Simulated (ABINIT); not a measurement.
# A GW chain in ABINIT: BP (F-43m)

How does a plane-wave GW calculation on BP (F-43m) run from the first input to the gap?

Calculated with ABINIT 10.8.3; PBE and many-body steps on it, plane waves.

This is a report of a sequence of runs, with most program output left out.

## 1. Starting point

The structure is cubic, space group F-43m (No. 216). Conventional cell: a = 4.538 Å, b = 4.538 Å, c = 4.538 Å, α = 90.00°, β = 90.00°, γ = 90.00°. Nearest to B lie 4 P at 1.97 Å. Nearest to P lie 4 B at 1.97 Å. Farther neighbours are not listed.

Coordinates:

```cif
data_structure
_symmetry_space_group_name_H-M 'F-43m'
_symmetry_Int_Tables_number 216
_cell_length_a 4.5380
_cell_length_b 4.5380
_cell_length_c 4.5380
_cell_angle_alpha 90.000
_cell_angle_beta 90.000
_cell_angle_gamma 90.000
_cell_volume 93.45
loop_
_atom_site_label
_atom_site_type_symbol
_atom_site_symmetry_multiplicity
_atom_site_Wyckoff_symbol
_atom_site_fract_x
_atom_site_fract_y
_atom_site_fract_z
_atom_site_occupancy
B1 B 4 a 0.00000 0.00000 0.00000 1
P1 P 4 d 0.25000 0.25000 0.75000 1
```

The cell and positions come from the Crystallography Open Database and are kept as given unless a step says otherwise.

## 2. Ground state

This step: ABINIT 10.8.3; DFT, PBE, plane waves, norm-conserving pseudopotentials.

The ground-state density comes first.

Contents of run.abi:

```
acell 3*1.0 Angstrom
rprim 
  0.000000000000 2.269000000000 2.269000000000
  2.269000000000 0.000000000000 2.269000000000
  2.269000000000 2.269000000000 0.000000000000
ntypat 2
znucl 5 15
natom 2
typat 1 2
xred 
  0.000000000000 0.000000000000 0.000000000000
  0.250000000000 0.250000000000 0.250000000000
pp_dirpath "pseudos"
pseudos "B.upf, P.upf"
ecut 34
ngkpt 8 8 8
nshiftk 1
shiftk 0 0 0
kptopt 1
chksymbreak 0
nband 9
occopt 1
tolvrs 1e-10
nstep 60
prtwf 0
optforces 0
optstress 0
indata_prefix "in"
outdata_prefix "out"
tmpdata_prefix "tmp"
```

Started as:

```sh
OMP_NUM_THREADS=1 mpirun -n 4 abinit run.abi > log
```

Wall time 3.7 s (4 MPI ranks of Intel Xeon Platinum 8559C (Emerald Rapids), shared host); peak memory 0.29 GiB.

This step gave:

```
total energy               : -269.3032 eV
gap                        : 1.280 eV
k of the valence top       : 0, 0, 0
k of the conduction bottom : 0.375, 0.375, 0
least direct gap           : 3.407 eV
```

The gap is indirect, with the least direct gap 2.13 eV higher.

## 3. Bands along the symmetry lines

Levels along a band path, at the cheap level, show where the edges lie and whether the meshes to come will hold them.

Contents of run.abi:

```
acell 3*1.0 Angstrom
rprim 
  0.000000000000 2.269000000000 2.269000000000
  2.269000000000 0.000000000000 2.269000000000
  2.269000000000 2.269000000000 0.000000000000
ntypat 2
znucl 5 15
natom 2
typat 1 2
xred 
  0.000000000000 0.000000000000 0.000000000000
  0.250000000000 0.250000000000 0.250000000000
pp_dirpath "pseudos"
pseudos "B.upf, P.upf"
ecut 34
iscf -2
irdden 1
kptopt 0
nkpt 50
kpt 
  0.00000000 0.00000000 0.00000000
  -0.06250000 -0.06250000 0.00000000
  -0.12500000 -0.12500000 0.00000000
  -0.18750000 -0.18750000 0.00000000
  -0.25000000 -0.25000000 0.00000000
  -0.31250000 -0.31250000 0.00000000
  -0.37500000 -0.37500000 0.00000000
  -0.43750000 -0.43750000 0.00000000
  -0.50000000 -0.50000000 0.00000000
  -0.48437500 -0.48437500 0.03125000
  -0.46875000 -0.46875000 0.06250000
  -0.45312500 -0.45312500 0.09375000
  -0.43750000 -0.43750000 0.12500000
  -0.42187500 -0.42187500 0.15625000
  -0.40625000 -0.40625000 0.18750000
  -0.39062500 -0.39062500 0.21875000
  -0.37500000 -0.37500000 0.25000000
  -0.37500000 0.00000000 0.37500000
  -0.32812500 0.00000000 0.32812500
  -0.28125000 0.00000000 0.28125000
  -0.23437500 0.00000000 0.23437500
  -0.18750000 0.00000000 0.18750000
  -0.14062500 0.00000000 0.14062500
  -0.09375000 0.00000000 0.09375000
  -0.04687500 0.00000000 0.04687500
  0.00000000 0.00000000 0.00000000
  0.00000000 0.00000000 0.06250000
  0.00000000 0.00000000 0.12500000
  0.00000000 0.00000000 0.18750000
  0.00000000 0.00000000 0.25000000
  0.00000000 0.00000000 0.31250000
  0.00000000 0.00000000 0.37500000
  0.00000000 0.00000000 0.43750000
  0.00000000 0.00000000 0.50000000
  -0.06250000 -0.03125000 0.46875000
  -0.12500000 -0.06250000 0.43750000
  -0.18750000 -0.09375000 0.40625000
  -0.25000000 -0.12500000 0.37500000
  -0.31250000 -0.15625000 0.34375000
  -0.37500000 -0.18750000 0.31250000
  -0.43750000 -0.21875000 0.28125000
  -0.50000000 -0.25000000 0.25000000
  -0.50000000 -0.28125000 0.21875000
  -0.50000000 -0.31250000 0.18750000
  -0.50000000 -0.34375000 0.15625000
  -0.50000000 -0.37500000 0.12500000
  -0.50000000 -0.40625000 0.09375000
  -0.50000000 -0.43750000 0.06250000
  -0.50000000 -0.46875000 0.03125000
  -0.50000000 -0.50000000 0.00000000
istwfk *1
nband 11
nbdbuf 2
tolwfr 1e-08
nstep 40
prtwf 0
prtvol 0
indata_prefix "in"
outdata_prefix "out"
tmpdata_prefix "tmp"
```

Run time: 3.5 s. Hardware: 4 MPI ranks; peak memory 0.27 GiB; 13 s of CPU time.

This step gave:

- gap: 1.260 eV
- k of the valence top: 0, 0, 0
- k of the conduction bottom: -0.4375, -0.4375, 0
- least direct gap: 3.407 eV

The gap is 1.260 eV, −0.020 eV from the run before at this level.

Electronic bands along the path, in eV, zero at the top of the highest filled band; v1 is the highest filled band, c1 the lowest empty one:

```
    point      v4     v3     v2     v1    c1    c2     c3     c4
        Γ  -15.46   0.00   0.00   0.00  3.41  3.41   3.41   7.36
  halfway  -13.98  -3.69  -2.73  -2.73  1.82  4.96   7.71   7.71
        X  -10.61  -8.58  -4.11  -4.11  1.35  1.67  12.07  12.07
  halfway  -10.55  -8.46  -5.05  -3.96  1.65  3.01  11.32  11.62
        U  -10.61  -8.16  -6.22  -3.50  2.16  6.00   9.71  10.59
jump to K  -10.61  -8.16  -6.22  -3.50  2.16  6.00   9.71  10.59
  halfway  -13.81  -4.91  -3.87  -1.08  4.56  5.09   6.13   8.30
        Γ  -15.46   0.00   0.00   0.00  3.41  3.41   3.41   7.36
  halfway  -14.35  -4.84  -1.12  -1.12  4.00  4.76   4.76   9.60
        L  -12.14  -9.03  -1.76  -1.76  3.78  4.72   4.72  10.13
  halfway  -11.48  -8.44  -4.52  -3.11  4.19  5.20   8.29   9.77
        W  -10.33  -8.05  -5.67  -5.47  5.33  6.77   7.23   7.45
  halfway  -10.48  -8.36  -4.93  -4.86  2.90  3.37  10.21  10.99
        X  -10.61  -8.58  -4.11  -4.11  1.35  1.67  12.07  12.07
```

## 4. Empty states on the mesh, 4×4×4 mesh, 21 bands

The sums over transitions need many empty states on a uniform mesh; this step solves for them.

Contents of run.abi:

```
acell 3*1.0 Angstrom
rprim 
  0.000000000000 2.269000000000 2.269000000000
  2.269000000000 0.000000000000 2.269000000000
  2.269000000000 2.269000000000 0.000000000000
ntypat 2
znucl 5 15
natom 2
typat 1 2
xred 
  0.000000000000 0.000000000000 0.000000000000
  0.250000000000 0.250000000000 0.250000000000
pp_dirpath "pseudos"
pseudos "B.upf, P.upf"
ecut 34
ngkpt 4 4 4
nshiftk 1
shiftk 0 0 0
kptopt 1
chksymbreak 0
iscf -2
irdden 1
istwfk *1
nband 21
nbdbuf 4
tolwfr 1e-09
nstep 60
prtvol 0
indata_prefix "in"
outdata_prefix "out"
tmpdata_prefix "tmp"
```

Elapsed: 2.2 s, on 4 MPI ranks; peak memory 0.07 GiB.

This step gave:

- gap: 1.347 eV
- k of the valence top: 0, 0, 0
- k of the conduction bottom: 0.5, 0.5, 0
- least direct gap: 3.407 eV
- k points computed: 8
- lowest point of the top converged band, above the valence top: 25.79 eV

On this mesh the gap is 1.347 eV. The earlier step found 1.280 eV, so this mesh misses an edge.

## 5. Screening, 4×4×4 mesh, 17 bands, screening to 87.1 eV

The RPA dielectric matrix is built and inverted for each q.

This step: RPA screening on PBE, plane waves, norm-conserving pseudopotentials.

Edit run.abi of step 4 so:

```diff
@@ -20,10 +20,11 @@
 chksymbreak 0
-iscf -2
-irdden 1
 istwfk *1
-nband 21
-nbdbuf 4
-tolwfr 1e-09
-nstep 60
-prtvol 0
+occopt 1
+irdwfk 1
+optdriver 3
+nband 17
+ecuteps 3.2
+inclvkb 2
+awtr 1
+symchi 1
 indata_prefix "in"
```

Wall time 2.4 s (4 MPI ranks); peak memory 0.09 GiB.

Numbers from this step:

```
ε∞ with local fields, on this mesh, along the program's q direction : 12.84
the same without local fields                                       : 13.90
plasma frequency                                                    : 21.73 eV
plane waves in the screening matrix                                 : 51
```

Local fields lower ε∞ by 8 %. On a Γ-centred mesh this coarse the value itself is usually too large, while a short band sum pulls it down.

## 6. Self-energy, 4×4×4 mesh, 17 bands, screening to 87.1 eV

The self-energy is evaluated for the states that the input lists, and the levels follow from it, in one-shot runs by the linearised quasiparticle equation.

This step: G0W0 on PBE, plane waves, norm-conserving pseudopotentials.

Edit run.abi of step 5 so:

```diff
@@ -23,8 +23,17 @@
 irdwfk 1
-optdriver 3
+optdriver 4
 nband 17
+gwcalctyp 0
+ecutsigx 34
+symsigma 1
+nkptgw 2
+kptgw 
+  0.0000000000 0.0000000000 0.0000000000
+  0.5000000000 0.5000000000 0.0000000000
+bdgw 
+  2 7
+  3 6
 ecuteps 3.2
-inclvkb 2
-awtr 1
-symchi 1
+irdscr 1
+ppmodel 1
 indata_prefix "in"
```

The job ended after 2.8 s (4 MPI ranks; peak memory 0.1 GiB; 10 s of CPU time).

This step gave:

- G0W0 gap on the points computed: 1.860 eV
- starting gap on the mesh: 1.347 eV
- k of the valence top: 0, 0, 0
- k of the conduction bottom: 0.5, 0.5, 0
- Z at the valence top: 0.801
- Z at the conduction bottom: 0.813
- least direct G0W0 gap on the computed points: 4.203 eV

The gap on the mesh goes from 1.35 eV to 1.86 eV, a correction of +0.51 eV. The start differs from the 1.28 eV found before because the two sample other k points.

Limits: finite bands, cutoff and mesh; coarse k mesh. v1 is the top filled band, c1 the lowest empty one. Levels before and after the correction, in eV, zero at the valence-band top of each column:

|  | conduction bottom | valence top |
| --- | --- | --- |
| Kohn-Sham | 1.35 | 0.00 |
| G0W0 | 1.86 | 0.00 |

```
                       level  energy (eV)
Kohn-Sham            Γ v3-v1        0.000
Kohn-Sham            Γ c1-c3        3.407
Kohn-Sham  (0.5 0.5 0) v2-v1       -4.114
Kohn-Sham     (0.5 0.5 0) c1        1.347
Kohn-Sham     (0.5 0.5 0) c2        1.667
     G0W0            Γ v3-v1        0.000
     G0W0            Γ c1-c3        4.203
     G0W0  (0.5 0.5 0) v2-v1       -4.469
     G0W0     (0.5 0.5 0) c1        1.860
     G0W0     (0.5 0.5 0) c2        2.237
```

## 7. Where the time went

Times are wall times on 4 MPI ranks of Intel Xeon Platinum 8559C (Emerald Rapids), shared host, good to a factor of about two.

| step | time | share | memory (GiB) |
| --- | --- | --- | --- |
| ground state | 3.7 s | 25 % | 0.29 |
| bands along the symmetry lines | 3.5 s | 24 % | 0.27 |
| empty states on the mesh | 2.2 s | 15 % | 0.07 |
| screening | 2.4 s | 16 % | 0.09 |
| self-energy | 2.8 s | 19 % | 0.1 |

## 8. Results

```json
{"PBE gap": "1.26 eV, indirect", "G0W0 gap on the mesh": "1.86 eV", "G0W0 gap over the zone (rigid shift)": "1.77 eV", "GW settings": "4×4×4 mesh, 17 bands, screening to 87.1 eV, Godby-Needs plasmon pole", "known limits": "not at the basis limit; coarse k mesh"}
```

G0W0 moves the gap on the mesh from 1.35 eV to 1.86 eV (+0.51 eV), with Z of 0.80 and 0.81 at the edges. The mesh misses the band edges by 0.09 eV in all; a rigid shift gives 1.77 eV for the zone. Local fields lower the RPA ε∞ on this mesh from 13.90 to 12.84; a Γ-centred mesh this coarse tends to raise both, most where the direct gap is narrow, while a short band sum lowers them. Only 2 of the mesh's irreducible points were corrected, so a valley elsewhere could overtake. Bands and cutoff are finite, so the gap is not at the basis limit. The miss can reach some tenths of an eV and take either sign; the mesh is an error of its own. In the G0W0 run levels were corrected at 2 k points alone, so a gap called «on the mesh» is the least over those, and an edge elsewhere would be missed. A denser mesh or path gives a starting gap of 1.26 eV: the GW mesh misses a band edge, so its gaps are not the fundamental one. The 4×4×4 mesh is coarse for this cell, which bears on the long-range parts of exchange and screening.

[Paths, hosts, dates, memory and timing lines, banners, echoed tables and standing remarks are left out of the program output.]

[Logs are printed without paths, hosts, clocks, repeated set-up lines and the standing remarks that a program may print on its own settings, such as how far it seeks lower states.]

[Runs of the session that timed out or met a known fault of the program may be left out.]

[Hosts, paths, dates, database ids (printed as entryN), source tags and the programs' standing remarks are cut or masked in the printed files.]

[G0W0 gaps are taken among the corrected bands and points alone; a level outside them can change the order at an edge.]

[Where Ansatz stands beside ABINIT at settings called matched, ABINIT's density can come from a denser mesh and the files from another edition; pairs whose starting gaps differed by over 0.03 eV were left out, so agreement reads better than it is.]
